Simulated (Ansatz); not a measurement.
# ZrB2 (P6/mmm): phonon-mediated transition temperature, part 2 of 2

Wanted: λ, ω_log and Tc of ZrB2 (P6/mmm). The cell shown first is a relaxed one, from steps not shown here.

Ansatz 0.2.0; DFT PBE, scalar-relativistic, plane waves, PAW; PAW set soft_1.

So far, coupling constant λ: step 2 (electron–phonon run: q 3×3×3, k 9×9×9, scattering 18×18×12) 0.105; step 3 (k-mesh 12×12×12, scattering mesh 24×24×16, q mesh 6×6×4) 0.115. Also log mean phonon energy ħω_log (meV): step 2 44.1; step 3 44.2.

### 4. Electron–phonon run: q 6×6×4, k 18×18×16, scattering 30×30×20

The next rung changes the k mesh of the density and its response; the scattering mesh, which samples the Fermi surface.

input.yaml reads:

```yaml
crystal:
  lattice:
    - [3.1715479858, 0.0, 0.0]
    - [-1.5857739929, 2.746641125, 0.0]
    - [0.0, 0.0, 3.5423786531]
  atoms:
    - { symbol: Zr, position: [0.0, 0.0, 0.0] }
    - { symbol: B, position: [0.3333333333, 0.6666666667, 0.5] }
    - { symbol: B, position: [0.6666666667, 0.3333333333, 0.5] }
kpoints:
  mp_grid: { grid: [18, 18, 16] }
hamiltonian:
  xc: pbe
  pseudopotentials: { kind: paw, azcp: { folder: soft_1 } }
scf:
  occupations: { method: methfessel_paxton, width: 0.2 }
output:
  eigenvalues: true
phonons:
  method: dfpt
  qmesh: [6, 6, 4]
  temperatures: { t_max: 1000, t_step: 50 }
  qpath:
    path:
      - [[0.0, 0.0, 0.0], [0.5, 0.0, 0.0], [0.33333333, 0.33333333, 0.0], [0.0, 0.0, 0.0], [0.0, 0.0, 0.5], [0.5, 0.0, 0.5], [0.33333333, 0.33333333, 0.5], [0.0, 0.0, 0.5]]
      - [[0.5, 0.0, 0.5], [0.5, 0.0, 0.0]]
    npoints: 6
  electrical_resistivity:
    mesh: [30, 30, 20]
    temperatures: [20.0, 50.0, 80.0, 100.0, 150.0, 200.0, 273.0, 300.0, 400.0, 500.0, 600.0, 800.0]
  superconductivity: { mesh: [30, 30, 20] }
```

On the command line:

```bash
$ ansatz run input.yaml --threads 16 --pin off --max-ram 92160MiB --backend cuda --events-out ev --progress --plain --runs-dir out --max-vram 78GiB
```

Numbers of over 12 decimals in the logs are rounded to 6 here.

Log:

```text
[...]
Crystal: 3 atoms, lattice volume = 30.858 Å³
Basis set: ecut = 420 eV, 575 PW (Γ), exchange–correlation on 48×48×48 points (8 copies of the dense FFT grid, shifted against one another)
Bands: 13, of which v1, the nominal top of the filled ones, is band 9 counted from 1 (8 counted from 0)
Symmetry: 24 space group operations
k-points: 333 of 5184
[...]
SCF iter   1: F=—  HF=-4499.306976 eV  |F-HF|=—  |Δ(HF+E_count)|=         —  Δρ=5.67e-2  dr2=1.86e0  ethr=3.10e-3  ⟨swp⟩=5.0  Hψ=21064  notcnv=0
[...]
SCF iter   2: F=—  HF=-4498.859124 eV  |F-HF|=—  |Δ(HF+E_count)|=   4.48e-1  S|Δr|=    0.00e0  Δρ=2.81e-2  dr2=4.08e-1  ethr=3.10e-3  ⟨swp⟩=2.3  Hψ=8772  notcnv=0
[...]
SCF iter   8: F=-4498.745947 eV  HF=-4498.745947 eV  |F-HF|=0.00e0  |Δ(HF+E_count)|=  1.35e-10  S|Δr|=    0.00e0  Δρ=1.18e-7  dr2=1.26e-12  ethr=1.00e-12  ⟨swp⟩=4.0  Hψ=21243  notcnv=0
the search or the solves at the SCF's close seem to have found levels that the self-consistency loop had missed (the run counts 1). By its estimate they hold under 1e-12 electrons; where the run keeps them, the occupations were computed again with them
SCF 1 converged in 8 iterations: F = -4498.745947 eV  dr2 = 1.26e-12
[...]
SCF iter   2: F=—  HF=-4498.745947 eV  |F-HF|=—  |Δ(HF+E_count)|=   6.26e-6  S|Δr|=    0.00e0  Δρ=8.39e-7  dr2=1.38e-10  ethr=1.31e-12  ⟨swp⟩=3.0  Hψ=9934  notcnv=0
[...]
SCF 2 converged in 4 iterations: F = -4498.745947 eV  dr2 = 6.05e-12
[...]
SCF 3 converged in 8 iterations: F = -4498.745947 eV  dr2 = 1.25e-12
[...]
SCF converged after 8 iterations
[...]
vibrations of 144 cells: unjudged by the run; compare a larger repeat
[...]
--- Superconductivity: potentials and phonons of a 6×6×4 supercell ---
           mesh         λ    ħω_log (meV)  μ* declared at (meV)
       30×30×20    0.1183          44.330               55.637
       15×15×10    0.0989          43.443               54.773
  λ by the species' shares of the modes' patterns: Zr 0.0608, B 0.0575
[...]
0.08      0.000         0.000    none_found    none_found    none_found    none_found     none_found
      0.10      0.000         0.000    none_found    none_found    none_found    none_found     none_found
      0.12          -             -    none_found    none_found    none_found    none_found     none_found
      0.13          -             -    none_found    none_found    none_found    none_found     none_found
      0.14          -             -    none_found    none_found    none_found    none_found     none_found
      0.16          -             -    none_found    none_found    none_found    none_found     none_found
      0.20          -             -    none_found    none_found    none_found    none_found     none_found
  none_found: no transition down to 0.1 K
[...]
vibrations of 144 cells: unjudged by the run; compare a larger repeat
[...]
```

Run time: 2.4 min. Hardware: 1 × NVIDIA GB200 with 16 threads of Arm Neoverse V2, shared host; peak memory 11 GiB; 13 min of CPU time.

Numbers from this step:

* zero-point energy: 0.2671 eV/cell
* highest frequency, solved or plainly interpolated: 782 cm⁻¹
* Debye temperature (second moment): 963 K
* resistivity at 300 K: 5.198 μΩ cm, mean of the axes
* coupling constant λ: 0.1183
* density of states at the Fermi level: 0.1427 states/eV a spin and cell
* log mean phonon energy ħω_log: 44.33 meV
* transport coupling constant λ_tr: 0.1166, 0.1166, 0.1303 (xx, yy, zz)
* Drude plasma energy: 4.477, 4.477, 4.281 eV (xx, yy, zz)
* resistivity times mean free path: 22.3, 22.3, 24.49 × 10⁻¹⁶ Ω m² (xx, yy, zz)
* second-moment phonon energy ħω₂: 55.64 meV

An empty cell: under 1 mK by a formula, or no transition down to the floor of the Eliashberg search. Transition temperatures:

| μ* | McMillan Tc (K) | Allen–Dynes Tc (K) |
| --- | --- | --- |
| 0.08 | - | - |
| 0.1 | - | - |
| 0.12 | - | - |
| 0.13 | - | - |
| 0.14 | - | - |
| 0.16 | - | - |
| 0.2 | - | - |

The Eliashberg function α²F has structure finer than the step of the table below, so its rows give means over 5 meV, whole bins alone (the curve runs from 0.378 to 96.4 meV). Peaks (meV: height): α²F 28.4: 0.155, 32.9: 0.0754, 69.2: 0.152, 88.9: 0.121; α²F tr 28.4: 0.162, 32.9: 0.0786, 69.2: 0.167, 88.9: 0.127.

The Eliashberg function α²F by phonon energy; means over each step:

| phonon energy (meV) | α²F | α²F tr |
| --- | --- | --- |
| 5 | 1.3e-4 | 8.8e-5 |
| 10 | 4.7e-4 | 3.5e-4 |
| 15 | 0.00148 | 0.00124 |
| 20 | 0.00525 | 0.00530 |
| 25 | 0.0383 | 0.0384 |
| 30 | 0.0989 | 0.0986 |
| 35 | 0.0303 | 0.0326 |
| 40 | 0 | 0 |
| 45 | 0 | 0 |
| 50 | 1.6e-4 | 1.3e-4 |
| 55 | 0.00432 | 0.00340 |
| 60 | 0.0237 | 0.0251 |
| 65 | 0.0975 | 0.104 |
| 70 | 0.107 | 0.111 |
| 75 | 0.0362 | 0.0343 |
| 80 | 0.0249 | 0.0257 |
| 85 | 0.0197 | 0.0227 |
| 90 | 0.0626 | 0.0693 |

The Eliashberg function α²F has structure finer than the step of the table below, so its rows give means over 5 meV, whole bins alone (the curve runs from 0.378 to 96.4 meV). Peaks (meV: height): α²F 28.4: 0.155, 32.9: 0.0754, 69.2: 0.152, 88.9: 0.121; Zr 28.4: 0.153, 32.9: 0.0746; B 69.2: 0.152, 88.9: 0.121.

Eliashberg function α²F against phonon energy; means over each step:

| phonon energy (meV) | α²F | Zr | B |
| --- | --- | --- | --- |
| 5 | 1.3e-4 | 1.1e-4 | 3.1e-6 |
| 10 | 4.7e-4 | 3.8e-4 | 9.6e-5 |
| 15 | 0.00148 | 0.00126 | 2.1e-4 |
| 20 | 0.00525 | 0.00476 | 5.1e-4 |
| 25 | 0.0383 | 0.0369 | 0.00140 |
| 30 | 0.0989 | 0.0979 | 0.00108 |
| 35 | 0.0303 | 0.0300 | 2.5e-4 |
| 40 | 0 | 0 | 0 |
| 45 | 0 | 0 | 0 |
| 50 | 1.6e-4 | 0 | 1.6e-4 |
| 55 | 0.00432 | 3.7e-4 | 0.00395 |
| 60 | 0.0237 | 0.00133 | 0.0224 |
| 65 | 0.0975 | 0.00235 | 0.0951 |
| 70 | 0.107 | 3.3e-4 | 0.106 |
| 75 | 0.0362 | 1.0e-4 | 0.0361 |
| 80 | 0.0249 | 1.5e-4 | 0.0248 |
| 85 | 0.0197 | 6.5e-5 | 0.0196 |
| 90 | 0.0626 | 1.8e-4 | 0.0624 |

### 5. Outcome

- meshes: q 6×6×4, k 18×18×16, scattering 30×30×20
- coupling constant λ: 0.118
- log mean phonon energy ħω_log: 44.3 meV

What this shows: In the last run (PBE, q 6×6×4, k 18×18×16, scattering 30×30×20), with λ = 0.12 and ħω_log = 44.3 meV, Tc at μ* = 0.13 is under 1 mK by the formulas. In that run Allen and Dynes's formula gives no transition above 0.05 K at μ* = 0.10 or more. By the run's own test λ is not converged in the fine mesh: it moves by 16 % between the two finest. The run's transport test calls it not converged in the mesh; ρ(300 K) moves by 17 % in the component that moves most. Over the runs, λ takes the values 0.105, 0.115 and 0.118, in the order shown. μ* is a typed number, phonons are harmonic, and spin fluctuations are left out; with λ this near or under μ*(1 + 0.62 λ), the formulas give Tc only to its order of magnitude, or none.

[Logs are printed without paths, hosts, clocks, repeated set-up lines and the standing remarks that a program may print on its own settings, such as how far it seeks lower states.]

[Hosts, paths, dates, database ids (printed as entryN), source tags and the programs' standing remarks are cut or masked in the printed files.]
